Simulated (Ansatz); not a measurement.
# RbVS3 (model cell, started as cubic perovskite with V in the octahedra): a soft mode frozen in

Which phase does RbVS3 (model cell, started as cubic perovskite with V in the octahedra) fall into along its unstable mode, and how much energy does it gain?

Method: DFT PBEsol, scalar-relativistic, plane waves, PAW; PAW set soft_1, in Ansatz 0.2.0.

The structure was built from a prototype and need not be the compound's stable phase.

## Step 1: The structure

The structure is cubic, space group Pm-3m (No. 221). The conventional cell has a = 4.643 Å, b = 4.643 Å, c = 4.643 Å, α = 90.00°, β = 90.00°, γ = 90.00°. Rb has 12 S at 3.28 Å nearest. V has 6 S at 2.32 Å nearest. Nearest to S lie 2 V at 2.32 Å and 4 Rb at 3.28 Å. Farther neighbours and most contacts between anions are not listed.

## Step 2: Response at finite wavevector

The cell comes from relaxations at this level that are not shown. Stability and thermal properties need the whole zone. Linear response on a 4×4×4 q mesh gives force constants as far as a supercell of that size would.

Input file input.yaml:

```yaml
crystal:
  lattice:
    - [4.6426622666, 0.0, 0.0]
    - [0.0, 4.6426622666, 0.0]
    - [0.0, 0.0, 4.6426622666]
  atoms:
    - { symbol: Rb, position: [0.0, 0.0, 0.0] }
    - { symbol: V, position: [0.5, 0.5, 0.5] }
    - { symbol: S, position: [0.5, 0.5, 0.0] }
    - { symbol: S, position: [0.5, 0.0, 0.5] }
    - { symbol: S, position: [0.0, 0.5, 0.5] }
kpoints:
  mp_grid: { grid: [8, 8, 8] }
hamiltonian:
  xc: pbesol
  pseudopotentials: { kind: paw, azcp: { folder: soft_1 }, xc_functional: pbe }
scf:
  occupations: { method: methfessel_paxton, width: 0.2 }
output:
  eigenvalues: true
phonons:
  method: dfpt
  qmesh: [4, 4, 4]
  temperatures: { t_max: 1000, t_step: 50 }
  qpath:
    path:
      - [[0.0, 0.0, 0.0], [0.0, 0.5, 0.0], [0.5, 0.5, 0.0], [0.0, 0.0, 0.0], [0.5, 0.5, 0.5], [0.0, 0.5, 0.0]]
      - [[0.5, 0.5, 0.5], [0.5, 0.5, 0.0]]
    npoints: 10
```

Run with:

```sh
$ ansatz run input.yaml --threads 4 --pin off --max-ram 16384MiB --backend cpu --events-out ev --progress --plain --runs-dir out
```

Numbers of over 12 decimals in the logs are rounded to 6 here.

Output:

```text
Engine: ansatz 0.2.0, aarch64-unknown-linux-gnu
Pseudopotentials: kind: paw
Pseudopotential: Rb, paw, valence charge 9, recommended cutoff 420 eV (normal), soft_1/Rb.paw.azcp
Pseudopotential: V, paw, valence charge 13, recommended cutoff 420 eV (normal), soft_1/V.paw.azcp
Pseudopotential: S, paw, valence charge 6, recommended cutoff 420 eV (normal), soft_1/S.paw.azcp
Functional definition: PBEsol
  exchange = pbesol_x
  correlation = pbesol_c
Crystal: 5 atoms, lattice volume = 100.069 Å³
Basis set: ecut = 420 eV, 1935 PW (Γ), exchange–correlation on 64×64×64 points (8 copies of the dense FFT grid, shifted against one another)
Bands: 25, of which v1, the nominal top of the filled ones, is band 20 counted from 1 (19 counted from 0)
Symmetry: 48 space group operations
k-points: 35 of 512
Non-local potential: Rb, projectors of the file, l = 0: 3, l = 1: 2, l = 2: 2
Non-local potential: V, projectors of the file, l = 0: 3, l = 1: 2, l = 2: 3, l = 3: 1
Non-local potential: S, projectors of the file, l = 0: 2, l = 1: 2, l = 2: 1
PAW form: soft (Blöchl's): semilocal exchange-correlation on the pseudo side does not see the compensation charge
PAW frozen core: Rb, regenerated for the run's functional, and the local potential with it (the file was generated under x = pbe(κ = 0.804, μ = 0.219515), c = pbe(β = 0.066725))
PAW frozen core: V, regenerated for the run's functional, and the local potential with it (the file was generated under x = pbe(κ = 0.804, μ = 0.219515), c = pbe(β = 0.066725))
PAW frozen core: S, regenerated for the run's functional, and the local potential with it (the file was generated under x = pbe(κ = 0.804, μ = 0.219515), c = pbe(β = 0.066725))
PAW one-centre angular grid: Rb, 110 points (default); XC on 64 Gauss nodes
PAW one-centre angular grid: V, 590 points (default); XC on 64 Gauss nodes
PAW one-centre angular grid: S, 110 points (default); XC on 64 Gauss nodes
Initial density: superposition of atomic densities (chi_scale 0.1, normalization cell, long waves kept (reshape's long-wave potential 0.00 eV rms))
Initial wavefunctions: pseudopotential atomic-orbital guess
Functional: x = pbesol(κ = 0.804, μ = 0.123457), c = pbesol(β = 0.046)
SCF iter   1: F=—  HF=-8761.341533 eV  |F-HF|=—  |Δ(HF+E_count)|=         —  Δρ=3.31e-2  dr2=1.73e0  ethr=3.10e-3  ⟨swp⟩=8.6  Hψ=9904  notcnv=0  defer=3
automatic band count: the SCF goes on with 30 bands, as 25 were too few: the levels above may hold too much charge
preconditioner: auto → Kerker (q_TF=auto, 2.342 Å⁻¹)  [metal: Δε(μ)=0.080 eV  Ē_g=10.390 eV  σ=0.200 eV  W_gap=0.33  n_scr=18 (ndim 8)  ℏωp=20.3 eV  f_vac=0.000  D(μ)=2.51/eV (n_scr^D=18)]
SCF iter   2: F=—  HF=-8761.015584 eV  |F-HF|=—  |Δ(HF+E_count)|=   3.26e-1  S|Δr|=    0.00e0  Δρ=1.94e-2  dr2=6.50e-1  ethr=3.10e-3  ⟨swp⟩=2.2  Hψ=1563  notcnv=0  defer=35
SCF iter   3: F=—  HF=-8760.830547 eV  |F-HF|=—  |Δ(HF+E_count)|=   1.85e-1  S|Δr|=    0.00e0  Δρ=5.26e-3  dr2=4.20e-2  ethr=1.62e-3  ⟨swp⟩=2.7  Hψ=1807  notcnv=0  defer=35
SCF iter   4: F=—  HF=-8760.827501 eV  |F-HF|=—  |Δ(HF+E_count)|=   3.05e-3  S|Δr|=    0.00e0  Δρ=1.94e-3  dr2=7.67e-3  ethr=1.05e-4  ⟨swp⟩=1.3  Hψ=1063  notcnv=0  defer=36
SCF iter   5: F=—  HF=-8760.825664 eV  |F-HF|=—  |Δ(HF+E_count)|=   1.84e-3  S|Δr|=    0.00e0  Δρ=6.68e-4  dr2=6.66e-4  ethr=1.92e-5  ⟨swp⟩=2.1  Hψ=1415  notcnv=0  defer=37
SCF iter   6: F=—  HF=-8760.825600 eV  |F-HF|=—  |Δ(HF+E_count)|=   6.45e-5  S|Δr|=    0.00e0  Δρ=1.02e-4  dr2=1.57e-5  ethr=1.67e-6  ⟨swp⟩=2.1  Hψ=1412  notcnv=0  defer=38
SCF iter   7: F=—  HF=-8760.825607 eV  |F-HF|=—  |Δ(HF+E_count)|=   7.84e-6  S|Δr|=    0.00e0  Δρ=3.18e-5  dr2=2.63e-6  ethr=3.92e-8  ⟨swp⟩=2.2  Hψ=1571  notcnv=0  defer=38
SCF iter   8: F=—  HF=-8760.825599 eV  |F-HF|=—  |Δ(HF+E_count)|=   7.99e-6  S|Δr|=    0.00e0  Δρ=8.50e-6  dr2=1.41e-7  ethr=6.58e-9  ⟨swp⟩=2.4  Hψ=1591  notcnv=0  defer=51
SCF iter   9: F=—  HF=-8760.825600 eV  |F-HF|=—  |Δ(HF+E_count)|=   4.51e-8  S|Δr|=    0.00e0  Δρ=2.84e-6  dr2=1.16e-8  ethr=3.52e-10  ⟨swp⟩=2.8  Hψ=1672  notcnv=0  defer=51
SCF iter  10: F=—  HF=-8760.825600 eV  |F-HF|=—  |Δ(HF+E_count)|=   7.28e-9  S|Δr|=    0.00e0  Δρ=6.66e-7  dr2=4.94e-10  ethr=2.91e-11  ⟨swp⟩=2.0  Hψ=1427  notcnv=0  defer=51
[...]
SCF 1 converged in 12 iterations: F = -8760.825600 eV  dr2 = 6.88e-13
  greatest PAW one-centre occupation: 1.000 electrons in one spin orbital (limit 2), on the V atom at site 1 (counted from 0), in its partial waves of l = 0
Initial density: read from a saved state, or passed on in memory by an earlier SCF of this step, an earlier step, the calling program or the single point that the run made first
iter 1 solved again at ethr=2.06e-6 eV; its pass at ethr=3.10e-3 eV (dr2=8.24e-4 eV) is discarded
SCF iter   1: F=—  HF=-8760.825599 eV  |F-HF|=—  |Δ(HF+E_count)|=         —  Δρ=3.22e-6  dr2=1.89e-8  ethr=2.06e-6  ⟨swp⟩=3.2  Hψ=6714  notcnv=0
eigensolver tolerance schedule: the retry pair's looser diagonalisation over-reported the residual by 43658.75 of it (diagonalisation noise at an unbounded share of the residual, at the tolerance the schedule requests for it); recorded, not acted on — ethr = c·dr2/N_el stays at c = 1.0e-1
preconditioner: auto → Kerker (q_TF=auto, 2.342 Å⁻¹)  [metal: Δε(μ)=0.033 eV  Ē_g=7.483 eV  σ=0.200 eV  W_gap=0.14  n_scr=18 (ndim 8)  ℏωp=20.3 eV  f_vac=0.000  D(μ)=4.79/eV (n_scr^D=32)]
SCF iter   2: F=—  HF=-8760.825600 eV  |F-HF|=—  |Δ(HF+E_count)|=   7.97e-7  S|Δr|=    0.00e0  Δρ=1.68e-6  dr2=4.78e-9  ethr=4.72e-11  ⟨swp⟩=4.1  Hψ=2717  notcnv=0
SCF iter   3: F=—  HF=-8760.825600 eV  |F-HF|=—  |Δ(HF+E_count)|=  1.95e-10  S|Δr|=    0.00e0  Δρ=1.07e-6  dr2=2.02e-9  ethr=1.20e-11  ⟨swp⟩=1.0  Hψ=876  notcnv=0
SCF iter   4: F=—  HF=-8760.825600 eV  |F-HF|=—  |Δ(HF+E_count)|=  1.11e-10  S|Δr|=    0.00e0  Δρ=5.45e-7  dr2=5.37e-10  ethr=5.04e-12  ⟨swp⟩=1.0  Hψ=876  notcnv=0
SCF iter   5: F=—  HF=-8760.825600 eV  |F-HF|=—  |Δ(HF+E_count)|=  1.64e-11  S|Δr|=    0.00e0  Δρ=4.34e-7  dr2=3.42e-10  ethr=1.34e-12  ⟨swp⟩=1.3  Hψ=884  notcnv=0
SCF iter   6: F=—  HF=-8760.825600 eV  |F-HF|=—  |Δ(HF+E_count)|=  9.09e-12  S|Δr|=    0.00e0  Δρ=3.33e-7  dr2=2.01e-10  ethr=1.00e-12  ⟨swp⟩=1.0  Hψ=875  notcnv=0
SCF iter   7: F=—  HF=-8760.825600 eV  |F-HF|=—  |Δ(HF+E_count)|=  9.09e-12  S|Δr|=    0.00e0  Δρ=2.13e-7  dr2=8.34e-11  ethr=1.00e-12  ⟨swp⟩=1.0  Hψ=875  notcnv=0
SCF iter   8: F=—  HF=-8760.825600 eV  |F-HF|=—  |Δ(HF+E_count)|=    0.00e0  S|Δr|=    0.00e0  Δρ=1.73e-7  dr2=5.50e-11  ethr=1.00e-12  ⟨swp⟩=1.0  Hψ=875  notcnv=0
[...]
WARN: eigensolver did not converge in 6 slots of this pass, the one above among them; of largest residual over every band (k=8): 1 band(s) unlocked (lowest unlocked band 29, counted from 0; max residual 1.09e-2 eV among the unlocked bands, 1.09e-2 eV over every band); of lowest unlocked band (k=8): band 29
NSCF: frozen V_eff on 125 k-points
DFPT response loops at q = (0, 0, 0) (fractional): preconditioner auto → Kerker (q_TF=auto, 2.342 Å⁻¹) (partly filled bands, converged f_vac=0.000); β = 1.00, the filter's whole step (`scf.mixing.beta` (0.50) is not read by the response loops under this deck's `scf.mixing.preconditioner`; to damp them name `kerker` or `kerker_dos`, under which they read `scf.mixing.beta`, and type it under 1.00, their step now; both keys bind the ground state too); Broyden in place of MSR1
NSCF: frozen V_eff on 400 k-points
DFPT response loops at q = (0, 0, 0.25) (fractional): mixed as the last ones told, above
NSCF: frozen V_eff on 250 k-points
DFPT response loops at q = (0, 0, -0.5) (fractional): mixed as the last ones told, above
NSCF: frozen V_eff on 640 k-points
DFPT response loops at q = (0, 0.25, 0.25) (fractional): mixed as the last ones told, above
NSCF: frozen V_eff on 400 k-points
DFPT response loops at q = (0, 0.25, -0.5) (fractional): mixed as the last ones told, above
NSCF: frozen V_eff on 250 k-points
DFPT response loops at q = (0, -0.5, -0.5) (fractional): mixed as the last ones told, above
NSCF: frozen V_eff on 1024 k-points
DFPT response loops at q = (0.25, 0.25, 0.25) (fractional): mixed as the last ones told, above
NSCF: frozen V_eff on 640 k-points
DFPT response loops at q = (0.25, 0.25, -0.5) (fractional): mixed as the last ones told, above
NSCF: frozen V_eff on 400 k-points
DFPT response loops at q = (0.25, -0.5, -0.5) (fractional): mixed as the last ones told, above
NSCF: frozen V_eff on 250 k-points
DFPT response loops at q = (-0.5, -0.5, -0.5) (fractional): mixed as the last ones told, above
SCF converged after 12 iterations
Stability not checked: this state was not tested for a lower state beside it, because cold or Methfessel-Paxton smearing, or corrected tetrahedra, fill the levels in a way that the test cannot read (fill_not_monotonic; see scf.lower_state_search)
Free energy (F): -8760.825600 eV
Harris-Foulkes:  -8760.825600 eV  (|F-HF|=1.82e-12)
Internal energy: -8760.802918 eV  (E = F + TS)
E sigma→0 (E₀):  -8760.819929 eV
Entropy (-TS):   -0.022681 eV (-4.536 meV/atom)
Fermi energy:    7.811124 eV
--- Per-component energies (eV) ---
  E_band       = -282.984239
  E_kinetic    = 794.759312
  E_local      = -2463.805174  (includes V_loc(G=0)·N_el)
  E_nonlocal   = 373.797746
  E_hartree    = 907.805341
  E_xc         = -502.004406
  E_vxc        = -522.795356  (∫ρ·V_xc dr)
  E_paw        = -5448.133334  (= ΣΔE_a)
  E_vpaw       = -280.552452  (= ΣTr[D̂ρ^β])
  E_aug_tail   = 0.001026  (compensation charges beyond the density's cutoff)
  E_ewald      = -2423.682627
  E_core_change = 0.459199  (= ΣΔE_core)
  E_smearing   = -0.022681  (= −TS)
  E_closure    = -0.000000  (closes the sum)
  Σ components = -8760.825600   (vs F -8760.825600, Δ=0.00e0)
--- Band table (eV; the first three rows and the last of 35) ---
  k-point 0: bands = [... 16 lower, 6.6263, 6.9190, 6.9190, 6.9190, 7.7116, 7.7116, 7.7116, 8.2491, ... 6 higher]
  k-point 1: bands = [... 16 lower, 6.4906, 6.9266, 7.0513, 7.1868, 7.1868, 7.9185, 7.9185, 8.2609, ... 6 higher]
  k-point 2: bands = [... 16 lower, 6.2013, 6.2302, 6.9450, 7.2162, 7.2162, 8.2806, 8.4113, 8.4113, ... 6 higher]
  k-point 34: bands = [... 16 lower, 3.8591, 8.1892, 8.1892, 8.1892, 9.0275, 9.0275, 9.0275, 12.8168, ... 6 higher]
--- Phonons (Γ-DFPT): 4 representative perturbations + reference (Σ response iterations 12) ---
  ASR residual: 2.390e-5 → 0.000e0 eV/Å²; symmetrization residual: 3.229e-6 eV/Å²
  ASR residual per site (eV/Å²): 7.80e-6 1.19e-5 2.39e-5 2.39e-5 2.39e-5
  Γ frequencies (cm⁻¹): -76.42 -76.42 -76.42 0.00 0.00 0.00 126.27 126.27 126.27 147.82 147.82 147.82 303.10 303.10 303.10
--- Phonons (arbitrary-q DFPT): 10 irreducible q on the 4×4×4 mesh ---
  q = [0.0000, 0.0000, 0.0000] (star 1, of the zone-centre solve; hermiticity 8.18e-7, symmetrization 1.92e-12): -76.42 -76.42 -76.42 -0.00 -0.00 0.00 126.27 126.27 126.27 147.82 147.82 147.82 303.10 303.10 303.10
  q = [0.0000, 0.0000, 0.2500] (star 6, 9 solved perturbations in 1560 linear systems a pass and spin channel, the states on 200 of 512 k-point pairs; hermiticity 5.22e-7, symmetrization 4.36e-13): -149.34 -73.18 -73.18 55.90 55.90 80.38 124.76 124.76 143.35 146.69 167.38 167.38 296.78 296.78 311.15
  q = [0.0000, 0.0000, -0.5000] (star 3, 9 solved perturbations in 975 linear systems a pass and spin channel, the states on 125 of 512 k-point pairs; hermiticity 5.01e-7, symmetrization 4.88e-9): -84.20 -84.20 87.29 87.29 98.48 111.70 111.70 164.01 166.79 191.00 191.00 194.37 285.10 285.10 338.41
  q = [0.0000, 0.2500, 0.2500] (star 12, 9 solved perturbations in 2460 linear systems a pass and spin channel, the states on 320 of 512 k-point pairs; hermiticity 1.81e-6, symmetrization 2.86e-13): -137.39 -98.35 -75.29 61.02 78.34 94.11 131.95 140.12 144.88 150.26 169.97 195.23 286.24 290.00 332.87
  q = [0.0000, 0.2500, -0.5000] (star 12, 15 solved perturbations on 200 of 512 k-point pairs; hermiticity 7.97e-7, symmetrization 1.13e-7): -130.84 -85.85 80.78 81.82 91.32 131.17 148.85 149.72 170.54 187.91 196.39 220.70 250.22 276.96 358.03
  q = [0.0000, -0.5000, -0.5000] (star 3, 9 solved perturbations in 975 linear systems a pass and spin channel, the states on 125 of 512 k-point pairs; hermiticity 7.93e-7, symmetrization 1.67e-7): -114.36 -95.09 80.15 80.15 95.75 108.93 174.79 174.79 184.34 184.34 193.88 193.88 238.53 260.54 379.37
  q = [0.2500, 0.2500, 0.2500] (star 8, 4 solved perturbations in 1376 linear systems a pass and spin channel, the states on 512 of 512 k-point pairs; hermiticity 1.31e-6, symmetrization 3.05e-13): -81.54 -81.54 -34.41 74.17 74.17 99.02 128.56 128.56 130.93 190.93 197.26 197.26 283.47 283.47 355.77
  q = [0.2500, 0.2500, -0.5000] (star 12, 9 solved perturbations in 2460 linear systems a pass and spin channel, the states on 320 of 512 k-point pairs; hermiticity 1.10e-6, symmetrization 1.18e-7): -93.38 -66.18 84.05 88.65 88.81 122.10 125.17 135.76 189.99 198.04 221.76 222.34 228.35 264.40 380.64
  q = [0.2500, -0.5000, -0.5000] (star 6, 9 solved perturbations in 1560 linear systems a pass and spin channel, the states on 200 of 512 k-point pairs; hermiticity 4.82e-7, symmetrization 1.28e-7): -167.16 -76.38 85.43 85.43 92.67 107.85 128.81 128.81 195.38 195.38 222.68 222.68 222.76 240.28 401.73
  q = [-0.5000, -0.5000, -0.5000] (star 1, 4 solved perturbations in 350 linear systems a pass and spin channel, the states on 125 of 512 k-point pairs; hermiticity 4.22e-7, symmetrization 3.43e-8): -248.34 -248.34 89.74 89.74 89.74 107.71 107.71 107.71 189.31 189.31 189.31 241.33 241.33 241.33 416.63
  sum rule: each row above includes the acoustic sum rule's correction from the zone centre's row sums; it moved no ω² by more than (0.45 cm⁻¹)²
  mesh force constants: q→R imaginary residual 6.12e-19; ASR residual 2.390e-5 → 0.000e0 eV/Å²; symmetrization residual 1.599e-14 eV/Å²
  interpolated dispersion: 62 rows × 15 modes
  density of states and harmonic sums: on the 16×16×16 q-mesh, interpolated from the force constants of a 4×4×4 supercell (no non-analytic term)
  largest difference from the sums on the solved wave vectors: F 7.69e-2 eV, S 1.03e-4 and C_V 2.80e-5 eV/K
  zero-point energy: 0.138016 eV/cell   skipped modes (ω ≤ 0): 365, of them read as no rigid motion or as one in doubt: 362 (2.167e0 modes/cell left out, lowest -248.34 cm⁻¹)   left out of the sums: 1.44e-1 of the cell's modes: C_V's classical limit lies that fraction below 3 k_B per atom; for a crystal, a wire or a layer, F and S can be off by more, and a phonons.interpolated_qmesh denser along its periods is the remedy for the sampling
```

The job ended after 15 min (4 threads of Arm Neoverse V1, shared host; peak memory 3.1 GiB; 60 min of CPU time).

Reading the cycles: dr2 is the Hartree energy of the density residual (eV), the measure of convergence; HF is the Harris–Foulkes estimate of the energy, which meets the free energy F at convergence.

Numbers from this step:

```yaml
volume_per_atom: 20.01 Å³
gap_on_the_k_mesh: 0 eV
sum_rule_residual_before_enforcement: 2.39e-5 eV/Å²
lowest_frequency_on_the_path: -248.3 cm⁻¹
point_group: m-3m
highest_frequency_on_the_path_or_at_a_solved_wavevector: 416.6 cm⁻¹
highest_optical_mode_at_the_zone_centre_no_lo_to_term: 303.1 cm⁻¹
lowest_optical_zone_centre_mode: -76.42 cm⁻¹
lowest_mode_on_the_q_mesh_acoustic_modes_at_gamma_apart: -248.3 cm⁻¹
```

Frequencies (cm⁻¹) solved at each irreducible wavevector; negative means imaginary. Frequencies by wavevector, by row:

| q in reciprocal lattice units | star | mode 1 | mode 2 | mode 3 | mode 4 | mode 13 | mode 14 | mode 15 |
| --- | --- | --- | --- | --- | --- | --- | --- | --- |
| 0 0 0 | 1 | -76.4 | -76.4 | -76.4 | 0 | 303.1 | 303.1 | 303.1 |
| 0 0 0.25 | 6 | -149.3 | -73.2 | -73.2 | 55.9 | 296.8 | 296.8 | 311.1 |
| 0 0 -0.5 | 3 | -84.2 | -84.2 | 87.3 | 87.3 | 285.1 | 285.1 | 338.4 |
| 0 0.25 0.25 | 12 | -137.4 | -98.3 | -75.3 | 61 | 286.2 | 290 | 332.9 |
| 0 0.25 -0.5 | 12 | -130.8 | -85.8 | 80.8 | 81.8 | 250.2 | 277 | 358 |
| 0 -0.5 -0.5 | 3 | -114.4 | -95.1 | 80.2 | 80.2 | 238.5 | 260.5 | 379.4 |
| 0.25 0.25 0.25 | 8 | -81.5 | -81.5 | -34.4 | 74.2 | 283.5 | 283.5 | 355.8 |
| 0.25 0.25 -0.5 | 12 | -93.4 | -66.2 | 84 | 88.7 | 228.3 | 264.4 | 380.6 |
| 0.25 -0.5 -0.5 | 6 | -167.2 | -76.4 | 85.4 | 85.4 | 222.8 | 240.3 | 401.7 |
| -0.5 -0.5 -0.5 | 1 | -248.3 | -248.3 | 89.7 | 89.7 | 241.3 | 241.3 | 416.6 |

Interpolated from a 4×4×4 q mesh. The phonon branches at the labelled points (cm⁻¹):

```
    point  branch 1  branch 2  branch 3  branch 4  branch 12  branch 13  branch 14  branch 15
        Γ       -76       -76       -76         0        148        303        303        303
  halfway      -149       -73       -73        56        167        297        297        311
        X       -84       -84        87        87        194        285        285        338
  halfway      -131       -86        81        82        221        250        277        358
        M      -114       -95        80        80        194        238        260        379
  halfway      -137       -98       -75        61        195        286        290        333
        Γ       -76       -76       -76         0        148        303        303        303
  halfway       -82       -82       -34        74        197        284        284        356
        R      -248      -248        90        90        241        241        241        417
  halfway       -93       -66        84        89        222        228        264        381
        X       -84       -84        87        87        194        285        285        338
jump to R      -248      -248        90        90        241        241        241        417
  halfway      -167       -76        85        85        223        223        240        402
        M      -114       -95        80        80        194        238        260        379
```

Symmetry leaves 10 wavevectors to solve. The lowest mode among them, the acoustic zeros apart, lies at q = (-0.5, -0.5, -0.5) and is imaginary, 248.3i cm⁻¹, so the energy falls along it.

(Part 1 of 2 ends here.)

[Logs are printed without paths, hosts, clocks, repeated set-up lines and the standing remarks that a program may print on its own settings, such as how far it seeks lower states.]

[Hosts, paths, dates, database ids (printed as entryN), source tags and the programs' standing remarks are cut or masked in the printed files.]
